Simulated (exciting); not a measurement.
# Electron–core-hole interaction in the Sr L₃ spectrum of SrCl2

Wanted: the near-edge spectrum and the bound core excitons at the Sr L₃ edge of SrCl2.

Method: X-ray absorption, core-level Bethe-Salpeter equation, exchange and statically screened direct term, Tamm-Dancoff, all-electron LAPW+lo PBE, in exciting sodium.

### 1. Set-up

It takes space group Fm-3m (No. 225, cubic). The conventional cell has a = 6.977 Å, b = 6.977 Å, c = 6.977 Å, α = 90.00°, β = 90.00°, γ = 90.00°. Nearest to Sr lie 8 Cl at 3.02 Å. Nearest to Cl lie 4 Sr at 3.02 Å. Farther neighbours and most contacts between anions are not listed.

As a file:

```xyz
3
Lattice="0.0000 3.4884 3.4884 3.4884 0.0000 3.4884 3.4884 3.4884 0.0000" Properties=species:S:1:pos:R:3 pbc="T T T"
Sr    0.0000    0.0000    0.0000
Cl    5.2325    5.2325    5.2325
Cl    1.7442    1.7442    1.7442
```

Differences between curves are given as r.m.s. difference over r.m.s. height.

### 2. The self-consistent potential

The species files are the program's own, with muffin-tin radii set in the input.

Input file input.xml:

```
<input>
  <title>SrCl2</title>
  <structure speciespath="." autormt="false" epslat="1.0e-5">
    <crystal>
      <basevect>0.0000000000 6.5920261256 6.5920261256</basevect>
      <basevect>6.5920261256 0.0000000000 6.5920261256</basevect>
      <basevect>6.5920261256 6.5920261256 0.0000000000</basevect>
    </crystal>
    <species speciesfile="Sr.xml" rmt="2.464">
      <atom coord="0.0000000000 0.0000000000 0.0000000000"/>
    </species>
    <species speciesfile="Cl.xml" rmt="2.300">
      <atom coord="0.7500000000 0.7500000000 0.7500000000"/>
      <atom coord="0.2500000000 0.2500000000 0.2500000000"/>
    </species>
  </structure>
  <groundstate do="fromscratch" xctype="GGA_PBE" ngridk="3 3 3" rgkmax="7" gmaxvr="14" nempty="8" swidth="0.001" maxscl="100" epsengy="1e-5"/>
</input>
```

Started as:

```bash
$ OMP_NUM_THREADS=1 mpirun -n 4 exciting
```

The log of the run:

```text
EXCITING SODIUM started
********************************************************************************
* Ground-state run starting from atomic densities                              *
********************************************************************************
+ Starting initialization                                                      +
 Lattice vectors (cartesian) :
      0.0000000000      6.5920261256      6.5920261256
      6.5920261256      0.0000000000      6.5920261256
      6.5920261256      6.5920261256      0.0000000000
 Reciprocal lattice vectors (cartesian) :
     -0.4765746667      0.4765746667      0.4765746667
      0.4765746667     -0.4765746667      0.4765746667
      0.4765746667      0.4765746667     -0.4765746667
 Unit cell volume                           :     572.9104650467
 Brillouin zone volume                      :       0.4329650592
 Species :    1 (Sr)
     parameters loaded from                 :    Sr.xml
     name                                   :    strontium
     nuclear charge                         :     -38.00000000
     electronic charge                      :      38.00000000
     atomic mass                            :  159721.48900000
     muffin-tin radius                      :       2.46400000
     # of radial points in muffin-tin       :     400
     atomic positions (lattice) :
       1 :   0.00000000  0.00000000  0.00000000
 Species :    2 (Cl)
     parameters loaded from                 :    Cl.xml
     name                                   :    chlorine
     nuclear charge                         :     -17.00000000
     electronic charge                      :      17.00000000
     atomic mass                            :   64626.31859000
     muffin-tin radius                      :       2.30000000
     # of radial points in muffin-tin       :     300
     atomic positions (lattice) :
       1 :   0.75000000  0.75000000  0.75000000
       2 :   0.25000000  0.25000000  0.25000000
 Total number of atoms per unit cell        :       3
 Spin treatment                             :    spin-unpolarised
 Number of Bravais lattice symmetries       :      48
 Number of crystal symmetries               :      48
 k-point grid                               :       3    3    3
 Total number of k-points                   :       4
 k-point set is reduced with crystal symmetries
 R^MT_min * |G+k|_max (rgkmax)              :       7.00000000
 Species with R^MT_min                      :       2 (Cl)
 Maximum |G+k| for APW functions            :       3.04347826
 Maximum |G| for potential and density      :      14.00000000
 G-vector grid sizes                        :      45    45    45
 Total number of G-vectors                  :   26469
 Maximum angular momentum used for
     APW functions                          :       8
     computing H and O matrix elements      :       8
     potential and density                  :       8
     inner part of muffin-tin               :       2
 Total nuclear charge                       :     -72.00000000
 Total electronic charge                    :      72.00000000
 Total core charge                          :      48.00000000
 Total valence charge                       :      24.00000000
 Number of empty states                     :       8
 Total number of valence states             :      21
 Maximum Hamiltonian size                   :     299
 Maximum number of plane-waves              :     283
 Total number of local-orbitals             :      16
 Exchange-correlation type                  :      20
     Perdew-Burke-Ernzerhof, Phys. Rev. Lett. 77, 3865 (1996)
     Generalised gradient approximation (GGA)
 Smearing scheme                            :    Gaussian
 Smearing width                             :       0.00100000
 Using multisecant Broyden potential mixing
+ Ending initialization                                                        +
********************************************************************************
* Groundstate module started                                                   *
********************************************************************************
 Output level for this task is set to normal
+ Self-consistent loop started                                                 +
 Density and potential initialised from atomic data
+ SCF iteration number :    1                                                  +
 Total energy                               :     -4106.47860008
 _______________________________________________________________
 Fermi energy                               :         0.09444201
 Kinetic energy                             :      4201.97185876
 Coulomb energy                             :     -8146.55141474
 Exchange energy                            :      -158.67340680
 Correlation energy                         :        -3.22563730
 DOS at Fermi energy (states/Ha/cell)       :         0.00000000
 Electron charges :
     core                                   :        48.00000000
     core leakage                           :         0.00007999
     valence                                :        24.00000000
     interstitial                           :         4.09443388
     charge in muffin-tin spheres :
                  atom     1    Sr          :        35.66433853
                  atom     2    Cl          :        16.12061380
                  atom     3    Cl          :        16.12061380
     total charge in muffin-tins            :        67.90556612
     total charge                           :        72.00000000
 Estimated fundamental gap                  :         0.22109744
        valence-band maximum at    4      0.6667  0.3333  0.0000
     conduction-band minimum at    1      0.0000  0.0000  0.0000
[... further iterations ...]
| Convergence targets achieved. Performing final SCF iteration                 +
 Total energy                               :     -4103.12700105
 _______________________________________________________________
 Fermi energy                               :         0.12156299
 Kinetic energy                             :      4203.08209754
 Coulomb energy                             :     -8144.49444510
 Exchange energy                            :      -158.48926488
 Correlation energy                         :        -3.22538861
 DOS at Fermi energy (states/Ha/cell)       :         0.00000000
 Electron charges :
     core                                   :        48.00000000
     core leakage                           :         0.00008009
     valence                                :        24.00000000
     interstitial                           :         4.32643169
     charge in muffin-tin spheres :
                  atom     1    Sr          :        35.71714560
                  atom     2    Cl          :        15.97821136
                  atom     3    Cl          :        15.97821136
     total charge in muffin-tins            :        67.67356831
     total charge                           :        72.00000000
 Estimated fundamental gap                  :         0.20570367
        valence-band maximum at    4      0.6667  0.3333  0.0000
     conduction-band minimum at    1      0.0000  0.0000  0.0000
+ Self-consistent loop stopped                                                 +
 STATE.OUT is written
********************************************************************************
* Groundstate module stopped                                                   *
********************************************************************************
 Total time spent (seconds)                 :        14.21
- CAUTION! Warnings have been written in file WARNING.OUT !                    -
| EXCITING SODIUM stopped                                                      =
```

The job ended after 15 s (4 MPI ranks of Arm Neoverse V2, shared host).

The warnings file holds hints only, no warning.

The mesh shows a gap of 5.60 eV. Core levels (Dirac, from the valence top):

| atom | level | energy (eV) |
| --- | --- | --- |
| Sr | 2s1/2 | -2148.6 |
| Sr | 2p1/2 | -1954.5 |
| Sr | 2p3/2 | -1886.1 |
| Sr | 3s1/2 | -325.4 |
| Sr | 3p1/2 | -254.9 |
| Sr | 3p3/2 | -244.4 |
| Sr | 3d3/2 | -120.8 |
| Sr | 3d5/2 | -118.9 |

### 3. A richer basis for the empty states

Each species file gets more local orbitals, built from u and its energy derivative at 0.15 Ha and u at 0.9 Ha.

input.xml is that of step 2.

Input file SPECIES.xml, added lines:

```
<lo l="L">  <!-- L = 0, 1, 2 -->
  <wf matchingOrder="0" trialEnergy="0.1500" searchE="false"/>
  <wf matchingOrder="1" trialEnergy="0.1500" searchE="false"/>
  <wf matchingOrder="0" trialEnergy="0.9000" searchE="false"/>
</lo>
```

Started as:

```bash
$ OMP_NUM_THREADS=1 mpirun -n 4 exciting
```

The log of the run:

```text
EXCITING SODIUM started
********************************************************************************
* Ground-state run starting from atomic densities                              *
********************************************************************************
+ Starting initialization                                                      +
[... lattice and species ...]
 Spin treatment                             :    spin-unpolarised
 Number of Bravais lattice symmetries       :      48
[...]
+ Self-consistent loop stopped                                                 +
 STATE.OUT is written
********************************************************************************
* Groundstate module stopped                                                   *
********************************************************************************
 Total time spent (seconds)                 :        15.39
- CAUTION! Warnings have been written in file WARNING.OUT !                    -
| EXCITING SODIUM stopped                                                      =
[key lines of the parts left out:]
Total energy                               :     -4103.12798717
Fermi energy                               :         0.12156608
```

Run time: 16 s. Hardware: 4 MPI ranks.

Against the first ground state the total energy moves by -9 meV an atom and the gap by -0.06 eV.

(Continued in part 2 of 3.)

[Banner, clock and machine lines of the logs are left out without a mark of their own.]

[Logs are printed without paths, hosts, clocks, repeated set-up lines and the standing remarks that a program may print on its own settings, such as how far it seeks lower states.]

[Hosts, paths, dates, database ids (printed as entryN), source tags and the programs' standing remarks are cut or masked in the printed files.]
